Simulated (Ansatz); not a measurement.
# Rb on Cu(100): change of the work function, part 2 of 4

How does one ordered layer of Rb (hollow site) change the work function of Cu(100), and what dipole does each adsorbate carry?

Ansatz 0.2.0; plane-wave DFT, PBEsol, Ansatz PAW.

So far, work function, upper face (eV): step 2 (the clean slab) 4.66.

**3. The covered slab**

System of this step: Rb/Cu(100). The cell holds 17 atoms: 16 Cu and 1 Rb. Cell: a = 5.105 Å, b = 5.105 Å, c = 26.491 Å, α = 90.0°, β = 90.0°, γ = 90.0°. Vacuum lies along c.

The clean slab as it ended is repeated in the plane and the adsorbate is set on one face; the cell's size fixes the coverage, and the k-mesh shrinks with it to keep the sampling density about even. Adsorbate and upper layers relax, since the dipole depends on the height.

The input, input.yaml:

```yaml
crystal:
  lattice:
    - [5.1053109602, 0.0, 0.0]
    - [0.0, 5.1053109602, 0.0]
    - [0.0, 0.0, 26.4909092226]
  atoms:
    - { symbol: Cu, position: [0.25, 0.25, 0.3397391884] }
    - { symbol: Cu, position: [0.0, 0.0, 0.4078757701] }
    - { symbol: Cu, position: [0.25, 0.25, 0.4743479443] }
    - { symbol: Cu, position: [0.0, 0.0, 0.5385106006] }
    - { symbol: Cu, position: [0.25, 0.75, 0.3397391884] }
    - { symbol: Cu, position: [0.0, 0.5, 0.4078757701] }
    - { symbol: Cu, position: [0.25, 0.75, 0.4743479443] }
    - { symbol: Cu, position: [0.0, 0.5, 0.5385106006] }
    - { symbol: Cu, position: [0.75, 0.25, 0.3397391884] }
    - { symbol: Cu, position: [0.5, 0.0, 0.4078757701] }
    - { symbol: Cu, position: [0.75, 0.25, 0.4743479443] }
    - { symbol: Cu, position: [0.5, 0.0, 0.5385106006] }
    - { symbol: Cu, position: [0.75, 0.75, 0.3397391884] }
    - { symbol: Cu, position: [0.5, 0.5, 0.4078757701] }
    - { symbol: Cu, position: [0.75, 0.75, 0.4743479443] }
    - { symbol: Cu, position: [0.5, 0.5, 0.5385106006] }
    - { symbol: Rb, position: [0.25, 0.25, 0.6602608116] }
kpoints:
  mp_grid: { grid: [6, 6, 1] }
hamiltonian:
  xc: pbesol
scf:
  occupations: { method: fermi_dirac, width: 0.1 }
  convergence: { dr2_threshold: 1.0e-08 }
efield:
  axis: 3
  dipole_correction: true
  ramp_position: 0.97
  ramp_width: 0.06
relax:
  f_tol: 0.02
  max_steps: 60
  constraints: [{ sites: [0, 1, 4, 5, 8, 9, 12, 13] }]
output:
  bader: true
  dos: { projected: true, e_range: [-8, 4] }
  write_potential: true
  write_density: true
  volumetric_format: npy
  elf: true
```

The run is started by

```console
> ansatz run input.yaml --threads 4 --pin off --max-ram 6144MiB --backend cpu --events-out ev --progress --plain --runs-dir out
```

What it wrote:

```text
[...]
Crystal: 17 atoms, lattice volume = 690.464 Å³
Basis set: ecut = 420 eV, 13473 PW (Γ), exchange–correlation on 72×72×360 points (8 copies of the dense FFT grid, shifted against one another)
Bands: 188, of which v1, the nominal top of the filled ones, is band 157 counted from 1 (156 counted from 0)
Symmetry: 8 space group operations
[...]
k-points: 10 of 36
[...]
SCF iter   1: F=—  HF=-108632.262604 eV  |F-HF|=—  |Δ(HF+E_count)|=         —  Δρ=1.21e-2  dr2=1.62e0  ethr=1.77e-3  p=0.388 e·Å  D=1.02e-1 V/Å  ΔV_dip=-2.70 eV  dr2_dipole=5.29e-1  V_vac-E_F(+/−)=1.95/4.64 eV  ⟨swp⟩=9.3  Hψ=8808  notcnv=0  defer=66
[...]
SCF iter  14: F=-108632.133177 eV  HF=-108632.133177 eV  |F-HF|=1.98e-8  |Δ(HF+E_count)|=   1.32e-9  Δρ=7.91e-7  dr2=3.89e-9  ethr=3.19e-12  p=0.371 e·Å  D=9.73e-2 V/Å  ΔV_dip=-2.58 eV  dr2_dipole=4.62e-11  V_vac-E_F(+/−)=2.08/4.66 eV  ⟨swp⟩=17.0  Hψ=15953  notcnv=0
SCF 1 converged in 14 iterations: F = -108632.133177 eV  dr2 = 3.89e-9
[...]
relax step   1: F+E_penalty+E_count = -108632.13317673 eV  Δ(F+E_penalty+E_count) = +0.000e0 eV  max|allowed force component| = 4.784e-1 eV/Å  Δτ_max = 0.0000 Å  (14 SCF iters, accepted)
[...]
SCF iter  10: F=-108632.171542 eV  HF=-108632.171542 eV  |F-HF|=7.83e-9  |Δ(HF+E_count)|=   6.40e-9  Δρ=8.57e-7  dr2=5.28e-9  ethr=3.19e-12  p=0.378 e·Å  D=9.90e-2 V/Å  ΔV_dip=-2.62 eV  dr2_dipole=5.47e-11  V_vac-E_F(+/−)=2.03/4.66 eV  ⟨swp⟩=15.2  Hψ=14095  notcnv=0
SCF 2 converged in 10 iterations: F = -108632.171542 eV  dr2 = 5.28e-9
[...]
relax step   2: F+E_penalty+E_count = -108632.17154168 eV  Δ(F+E_penalty+E_count) = -3.836e-2 eV  max|allowed force component| = 4.315e-1 eV/Å  Δτ_max = 0.0829 Å  (10 SCF iters, accepted)
SCF iter   1: F=—  HF=-108632.248390 eV  |F-HF|=—  |Δ(HF+E_count)|=         —  Δρ=1.41e-3  dr2=3.05e-2  ethr=9.33e-5  p=0.378 e·Å  D=9.90e-2 V/Å  ΔV_dip=-2.62 eV  dr2_dipole=1.96e-3  V_vac-E_F(+/−)=2.03/4.66 eV  ⟨swp⟩=6.6  Hψ=4927  notcnv=0  defer=134
[...]
SCF iter  12: F=-108632.243863 eV  HF=-108632.243863 eV  |F-HF|=1.76e-8  |Δ(HF+E_count)|=   8.95e-9  Δρ=3.77e-7  dr2=2.15e-9  ethr=3.19e-12  p=0.396 e·Å  D=1.04e-1 V/Å  ΔV_dip=-2.75 eV  dr2_dipole=3.25e-10  V_vac-E_F(+/−)=1.90/4.65 eV  ⟨swp⟩=15.0  Hψ=13784  notcnv=0
SCF 3 converged in 12 iterations: F = -108632.243863 eV  dr2 = 2.15e-9
relax step   3: F+E_penalty+E_count = -108632.24386282 eV  Δ(F+E_penalty+E_count) = -7.232e-2 eV  max|allowed force component| = 2.317e-1 eV/Å  Δτ_max = 0.1966 Å  (12 SCF iters, accepted)
[...]
relax step   4: F+E_penalty+E_count = -108632.26227185 eV  Δ(F+E_penalty+E_count) = -1.841e-2 eV  max|allowed force component| = 6.980e-2 eV/Å  Δτ_max = 0.1946 Å  (12 SCF iters, accepted)
SCF iter   1: F=—  HF=-108632.267212 eV  |F-HF|=—  |Δ(HF+E_count)|=         —  Δρ=1.44e-3  dr2=1.02e-2  ethr=4.31e-6  p=0.414 e·Å  D=1.09e-1 V/Å  ΔV_dip=-2.88 eV  dr2_dipole=9.62e-4  V_vac-E_F(+/−)=1.77/4.64 eV  ⟨swp⟩=3.4  Hψ=5005  notcnv=0  defer=158
[...]
SCF iter  12: F=-108632.263813 eV  HF=-108632.263813 eV  |F-HF|=1.50e-8  |Δ(HF+E_count)|=   7.10e-9  Δρ=7.13e-7  dr2=4.77e-9  ethr=3.19e-12  p=0.412 e·Å  D=1.08e-1 V/Å  ΔV_dip=-2.86 eV  dr2_dipole=1.95e-12  V_vac-E_F(+/−)=1.79/4.65 eV  ⟨swp⟩=14.7  Hψ=13712  notcnv=0
SCF 5 converged in 12 iterations: F = -108632.263813 eV  dr2 = 4.77e-9
relax step   5: F+E_penalty+E_count = -108632.26381306 eV  Δ(F+E_penalty+E_count) = -1.541e-3 eV  max|allowed force component| = 1.825e-2 eV/Å  Δτ_max = 0.0211 Å  (12 SCF iters, accepted)
NSCF: frozen V_eff on 10 k-points
[...]
SCF converged after 12 iterations
Free energy (F): -108632.263813 eV
[...]
Internal energy: -108632.063412 eV  (E = F + TS)
E sigma→0 (E₀):  -108632.163613 eV
Entropy (-TS):   -0.200401 eV (-11.788 meV/atom)
Fermi energy:    2.842594 eV
Dipole field:    D = 0.107893 V/Å  (p = 0.411693 e·Å, saw-weighted, corrected)
Work function:   Φ+ = 1.7903 eV   Φ− = 4.6485 eV
[...]
--- Forces (eV/Å), atoms counted from 1 ---
  atom   1  Cu    -0.00000000     0.00000000     0.43553648
  atom   2  Cu     0.02179352     0.02179352    -0.45407071
  atom   3  Cu     0.00000000     0.00000000     0.00108441
  atom   4  Cu     0.01760977     0.01760977     0.01825419
  atom   5  Cu    -0.00000000     0.00000000     0.43783095
  atom   6  Cu     0.02179352    -0.02179352    -0.45407071
  atom   7  Cu     0.00000000     0.00000000    -0.00262365
  atom   8  Cu     0.01760977    -0.01760977     0.01825419
  atom   9  Cu     0.00000000     0.00000000     0.43783095
  atom  10  Cu    -0.02179352     0.02179352    -0.45407071
  atom  11  Cu     0.00000000     0.00000000    -0.00262365
  atom  12  Cu    -0.01760977     0.01760977     0.01825419
  atom  13  Cu    -0.00000000     0.00000000     0.43203820
  atom  14  Cu    -0.02179352    -0.02179352    -0.45407071
  atom  15  Cu     0.00000000     0.00000000    -0.00451450
  atom  16  Cu    -0.01760977    -0.01760977     0.01825419
  atom  17  Rb     0.00000000     0.00000000     0.00873069
  max |Σ_I F_I| component: 2.38e-5 eV/Å
--- Band table (eV; the first three rows and the last of 10) ---
  k-point 0: bands = [... 153 lower, 2.3883, 2.4304, 2.4347, 2.5805, 2.5811, 2.7695, 2.7695, 2.9279, ... 27 higher]
  k-point 1: bands = [... 153 lower, 2.1530, 2.6153, 2.6645, 2.8345, 2.8654, 3.0433, 3.1267, 4.0284, ... 27 higher]
  k-point 2: bands = [... 153 lower, 2.2395, 2.7863, 2.9818, 2.9854, 3.5958, 3.6574, 3.7979, 4.0489, ... 27 higher]
  k-point 9: bands = [... 153 lower, 1.6484, 1.6484, 1.6756, 3.0042, 3.0364, 3.0364, 3.0976, 4.6304, ... 27 higher]
--- Relaxed structure (5 steps of the walk, 5 accepted, 0 SCFs on fresh bases) ---
  F+E_penalty+E_count = -108632.26381306 eV   max|allowed force component| = 1.825e-2 eV/Å
  atoms:
    - { symbol: Cu, position: [0.25, 0.25, 0.3397391884] }
    - { symbol: Cu, position: [0.0, 0.0, 0.4078757701] }
    - { symbol: Cu, position: [0.25, 0.25, 0.474264] }
    - { symbol: Cu, position: [-0.002382, -0.002382, 0.538247] }
    - { symbol: Cu, position: [0.25, 0.75, 0.3397391884] }
    - { symbol: Cu, position: [0.0, 0.5, 0.4078757701] }
    - { symbol: Cu, position: [0.25, 0.75, 0.473905] }
    - { symbol: Cu, position: [-0.002382, 0.502382, 0.538247] }
    - { symbol: Cu, position: [0.75, 0.25, 0.3397391884] }
    - { symbol: Cu, position: [0.5, 0.0, 0.4078757701] }
    - { symbol: Cu, position: [0.75, 0.25, 0.473905] }
    - { symbol: Cu, position: [0.502382, -0.002382, 0.538247] }
    - { symbol: Cu, position: [0.75, 0.75, 0.3397391884] }
    - { symbol: Cu, position: [0.5, 0.5, 0.4078757701] }
    - { symbol: Cu, position: [0.75, 0.75, 0.473315] }
    - { symbol: Cu, position: [0.502382, 0.502382, 0.538247] }
    - { symbol: Rb, position: [0.25, 0.25, 0.642627] }
--- Bader charges: 17 sites ---
  site symbol  charge [e]  shift [e]
     0     Cu     -0.0212     0.0002
     1     Cu      0.0193     0.0001
     2     Cu      0.0121     0.0002
     3     Cu     -0.1484     0.0001
     4     Cu     -0.0202     0.0002
     5     Cu      0.0193     0.0001
     6     Cu      0.0102     0.0001
     7     Cu     -0.1484     0.0001
     8     Cu     -0.0202     0.0002
     9     Cu      0.0193     0.0001
    10     Cu      0.0102     0.0001
    11     Cu     -0.1484     0.0001
    12     Cu     -0.0191     0.0002
    13     Cu      0.0193     0.0001
    14     Cu      0.0070     0.0001
    15     Cu     -0.1484     0.0001
    16     Rb      0.5580     0.0000
  estimated error of the sums over rays = 4.1e-4 e
```

The job ended after 5.1 min (4 threads of Arm Neoverse V1, shared host; peak memory 3.3 GiB; 20 min of CPU time).

Step by step:

| step | energy less that of the first step (eV) | largest force component (eV/Å) |
| --- | --- | --- |
| 1 | 0.0000 | 0.4784 |
| 2 | -0.0384 | 0.4315 |
| 3 | -0.1107 | 0.2317 |
| 4 | -0.1291 | 0.0698 |
| 5 | -0.1306 | 0.0183 |

Forces are held to the 8 operations that the program found; a distortion that breaks them can't arise in this run.

The atoms that moved most (Å):

| atom | dx | dy | dz | length |
| --- | --- | --- | --- | --- |
| Rb17 | 0.000 | 0.000 | -0.467 | 0.467 |
| Cu15 | 0.000 | 0.000 | -0.027 | 0.027 |
| Cu16 | 0.012 | 0.012 | -0.007 | 0.019 |
| Cu8 | -0.012 | 0.012 | -0.007 | 0.019 |
| Cu12 | 0.012 | -0.012 | -0.007 | 0.019 |
| Cu4 | -0.012 | -0.012 | -0.007 | 0.019 |
| Cu7 | 0.000 | 0.000 | -0.012 | 0.012 |
| Cu11 | 0.000 | 0.000 | -0.012 | 0.012 |

The relaxed structure:

```cif
data_structure
_symmetry_space_group_name_H-M 'P 1'
_symmetry_Int_Tables_number 1
_cell_length_a 5.1053
_cell_length_b 5.1053
_cell_length_c 26.4909
_cell_angle_alpha 90.000
_cell_angle_beta 90.000
_cell_angle_gamma 90.000
_cell_volume 690.46
loop_
_atom_site_label
_atom_site_type_symbol
_atom_site_fract_x
_atom_site_fract_y
_atom_site_fract_z
_atom_site_occupancy
Cu1 Cu 0.25000 0.25000 0.33974 1
Cu2 Cu 0.00000 0.00000 0.40788 1
Cu3 Cu 0.25000 0.25000 0.47426 1
Cu4 Cu 0.99762 0.99762 0.53825 1
Cu5 Cu 0.25000 0.75000 0.33974 1
Cu6 Cu 0.00000 0.50000 0.40788 1
Cu7 Cu 0.25000 0.75000 0.47390 1
Cu8 Cu 0.99762 0.50238 0.53825 1
Cu9 Cu 0.75000 0.25000 0.33974 1
Cu10 Cu 0.50000 0.00000 0.40788 1
Cu11 Cu 0.75000 0.25000 0.47390 1
Cu12 Cu 0.50238 0.99762 0.53825 1
Cu13 Cu 0.75000 0.75000 0.33974 1
Cu14 Cu 0.50000 0.50000 0.40788 1
Cu15 Cu 0.75000 0.75000 0.47331 1
Cu16 Cu 0.50238 0.50238 0.53825 1
Rb17 Rb 0.25000 0.25000 0.64263 1
```

This step gave:

```yaml
energy_at_zero_smearing: -108632.1636 eV
work_function_upper_face: 1.790 eV
work_function_lower_face: 4.648 eV
dipole_along_the_normal: 0.4117 e·Å
step_between_the_vacuum_levels: -2.858 eV
```

Running mean over 1.805 Å of the planar mean; the ramp of the sawtooth is left out. Table of electron's electrostatic potential energy less the Fermi level by z:

z (Å), electron's electrostatic potential energy less the Fermi level (eV) and a bar from the least value:
```
      3.5       4.65 ##############################
      4.0       4.65 ##############################
      4.5       4.65 ##############################
      5.0       4.65 ##############################
      5.5       4.64 ##############################
      6.0       4.61 ##############################
      6.5       4.52 ##############################
      7.0       4.19 #############################
      7.5       2.81 ##########################
      8.0      -1.36 #################
      8.5      -6.13 #######
      9.0      -8.25 ###
      9.5      -8.57 ##
     10.0      -8.66 ##
     10.5      -8.77 ##
     11.0      -8.99 #
     11.5      -9.33 #
     12.0      -9.29 #
     12.5      -9.06 #
     13.0      -9.49 
     13.5      -9.65 
     14.0      -9.02 #
     14.5      -7.79 ####
     15.0      -4.41 ###########
     15.5      -0.38 ###################
     16.0       0.07 ####################
     16.5      -2.13 ################
     17.0      -3.34 #############
     17.5      -3.09 ##############
     18.0      -1.21 ##################
     18.5       0.57 #####################
     19.0       1.22 #######################
     19.5       1.48 #######################
     20.0       1.62 ########################
     20.5       1.70 ########################
     21.0       1.74 ########################
     21.5       1.77 ########################
     22.0       1.78 ########################
     22.5       1.78 ########################
     23.0       1.79 ########################
```

The density of states has structure finer than the step of the table below, so its rows give means over 0.25 eV. Peaks (eV: height): -3.340: 65.8, -3.010: 130, -2.350: 117, -2.170: 81.2, -1.950: 83.5, -1.740: 103, -1.500: 104.

Density of states against energy, zero at the Fermi level; means over each step:

| energy (eV) | density of states (states/eV a cell) |
| --- | --- |
| -7.75 | 1.20 |
| -7.50 | 1.17 |
| -7.25 | 1.65 |
| -7.00 | 2.62 |
| -6.75 | 2.68 |
| -6.50 | 2.69 |
| -6.25 | 2.85 |
| -6.00 | 3.44 |
| -5.75 | 3.68 |
| -5.50 | 4.27 |
| -5.25 | 5.76 |
| -5.00 | 10.0 |
| -4.75 | 14.6 |
| -4.50 | 20.4 |
| -4.25 | 35.0 |
| -4.00 | 26.5 |
| -3.75 | 31.2 |
| -3.50 | 29.4 |
| -3.25 | 42.2 |
| -3.00 | 67.9 |
| -2.75 | 44.7 |
| -2.50 | 54.4 |
| -2.25 | 71.5 |
| -2.00 | 62.9 |
| -1.75 | 82.2 |
| -1.50 | 48.9 |
| -1.25 | 11.9 |
| -1.00 | 6.31 |
| -0.75 | 6.35 |
| -0.50 | 4.28 |
| -0.25 | 6.78 |
| 0.00 | 7.09 |
| 0.25 | 7.90 |
| 0.50 | 4.97 |
| 0.75 | 5.77 |
| 1.00 | 6.25 |
| 1.25 | 6.77 |
| 1.50 | 4.60 |
| 1.75 | 7.27 |

Projected DOS per atom over height of the atomic layer and energy from the Fermi level. Layers: Cu4 Cu4 Cu4 Cu4 Rb from below.

Ten even steps from '0' (0.00 states/eV) to '9' (5.87 states/eV), each cell a mean:
```
00000
00000
00001
00001
00000
00000
00000
53330
95680
85480
54460
35430
23320
14420
02310
01100
00000
00000
00000
00000
00000
00000
```
Columns: height of the atomic layer (Å) from 9 to 17.0 (not evenly spaced); rows upwards: energy from the Fermi level (eV) from -7.96 to 1.95.

Valence density in the ca plane at fractional y = 0.250, with atoms of Cu and Rb within 0.2 Å of it. It is the smooth field of the valence electrons, not physical close to the nuclei.

Ten steps, logarithmic in the rise over the least value, from '0' (0 e/Å³) to '9' (43 e/Å³), each cell a mean:
```
00011100010011110000000000000000000000000000
00244310000124421000000000000000000000000000
01489620000158851000000000000000000000000000
01599620000159962000000000000000000000000000
00367410000136641000000000000000000000000000
00122110000112211000000000000000000000000000
00001100110001110110000000000000000000000000
00011100010011110000000011110000000000000000
00244310000124421000000123331000000000000000
01489620000158851000000133332100000000000000
01599620000159962000000133333100000000000000
00367410000136641000000123332100000000000000
00122110000112211000000012221000000000000000
00001100110001110110000000100000000000000000
```
Columns run along c (16.0 Å, from fractional 0.29 to 0.89 of the cell), rows up along a (5.1 Å). Atoms in or near the plane, at fractional coordinates: Cu at (0.34, 0.25), Cu at (0.47, 0.25), Cu at (0.34, 0.75), Cu at (0.47, 0.75), Rb at (0.64, 0.25).

ELF in the ca plane at fractional y = 0.250, with atoms of Cu and Rb within 0.2 Å of it. It is the smooth field of the valence electrons, not physical close to the nuclei.

Values, 8 rows by 16 columns, each cell a mean:
```
0.17 0.20 0.23 0.24 0.22 0.20 0.26 0.26 0.13 0.09 0.05 0.05 0.13 0.08 0.02 0.00
0.16 0.54 0.20 0.23 0.31 0.43 0.24 0.26 0.19 0.05 0.04 0.12 0.16 0.07 0.02 0.00
0.16 0.40 0.20 0.24 0.26 0.33 0.25 0.26 0.18 0.04 0.03 0.10 0.15 0.08 0.02 0.00
0.19 0.20 0.25 0.24 0.24 0.22 0.26 0.26 0.12 0.23 0.13 0.04 0.12 0.08 0.02 0.00
0.17 0.20 0.23 0.24 0.22 0.20 0.26 0.25 0.28 0.82 0.60 0.06 0.09 0.09 0.02 0.00
0.16 0.54 0.20 0.23 0.31 0.43 0.24 0.21 0.50 0.49 0.78 0.13 0.08 0.10 0.03 0.00
0.16 0.40 0.20 0.24 0.26 0.33 0.25 0.22 0.46 0.66 0.76 0.11 0.08 0.10 0.03 0.00
0.19 0.20 0.25 0.23 0.24 0.22 0.26 0.25 0.19 0.71 0.46 0.04 0.10 0.09 0.02 0.00
```
Columns run along c (16.0 Å, from fractional 0.29 to 0.89 of the cell), rows up along a (5.1 Å). Atoms in or near the plane, at fractional coordinates: Cu at (0.34, 0.25), Cu at (0.47, 0.25), Cu at (0.34, 0.75), Cu at (0.47, 0.75), Rb at (0.64, 0.25).

Electrostatic potential energy in the ca plane at fractional y = 0.250, with atoms of Cu and Rb within 0.2 Å of it. With pseudopotentials it is smooth inside the atoms' cores, unlike the true potential.

Ten even steps from '0' (-52 eV) to '9' (6 eV), each cell a mean:
```
99988999999998899999999999999999999999999999
99743589999963369999999999999999999999999999
98400279999830027999999999999999999999999999
98300169999720027999999999999999999999999999
98521389999841148999999999999999999999999999
99866799999986689999999999999999999999999999
99999999999999999999999999999999999999999999
99988999999998899999999987778999999999999999
99743589999963368999999862137899999999999999
98400279999830027999999730004899999999999999
98300169999720017999999720004899999999999999
98521389999841148999999840016899999999999999
99866799999986689999999975468999999999999999
99999999999999999999999998889999999999999999
```
Columns run along c (16.0 Å, from fractional 0.29 to 0.89 of the cell; values clipped at the 3rd and 97th percentile), rows up along a (5.1 Å). Atoms in or near the plane, at fractional coordinates: Cu at (0.34, 0.25), Cu at (0.47, 0.25), Cu at (0.34, 0.75), Cu at (0.47, 0.75), Rb at (0.64, 0.25).

The relaxation took 5 steps and lowered the energy by 0.13 eV; the largest force on the free atoms ends at 0.018 eV/Å.

By hand: a sheet of dipoles makes a step −p/(ε₀A) in the electron's potential. With e/ε₀ = 180.95 V·Å, p = 0.4117 e·Å and A = 26.06 Å², that is −180.95 × (0.4117) / 26.06 = -2.858 eV, and the two vacuum levels of the run differ by -2.858 eV.

The covered face has 1.79 eV, -2.87 eV against the clean one; the bare back face has moved by -0.05 eV, a measure of how thin the slab is.

**4. Work function against coverage**

This step: plane-wave DFT, PBEsol, Ansatz PAW; work function against coverage (Ansatz 0.2.0).

The runs are now put side by side.

This step gave:

- work function of the clean face: 4.659 eV
- largest change of the work function: -2.868 eV

Table of work function of the covered face by coverage:

| coverage (adsorbates/nm²) | work function of the covered face (eV) |
| --- | --- |
| 0.00 | 4.66 |
| 3.84 | 1.79 |

The dipole per adsorbate comes from the change of the cell's dipole. Coverage, by row:

| coverage (1/nm²) | coverage (ML) | work function (eV) | change (eV) | dipole per adsorbate, positive end outwards (debye) | mean height of the added atoms over the highest substrate atom (Å) |
| --- | --- | --- | --- | --- | --- |
| 3.837 | 0.25 | 1.79 | -2.868 | 1.952 | 2.765 |

[end of part 2 of 4]

[Long decimals in the printed logs are rounded to 6 places.]

[Logs are printed without paths, hosts, clocks, repeated set-up lines and the standing remarks that a program may print on its own settings, such as how far it seeks lower states.]

[Hosts, paths, dates, database ids (printed as entryN), source tags and the programs' standing remarks are cut or masked in the printed files.]

[Maps of the electrostatic potential energy from Ansatz leave out the sawtooth potential of an applied field or a dipole correction, so their vacuum need not be flat; planar profiles and work functions include it.]
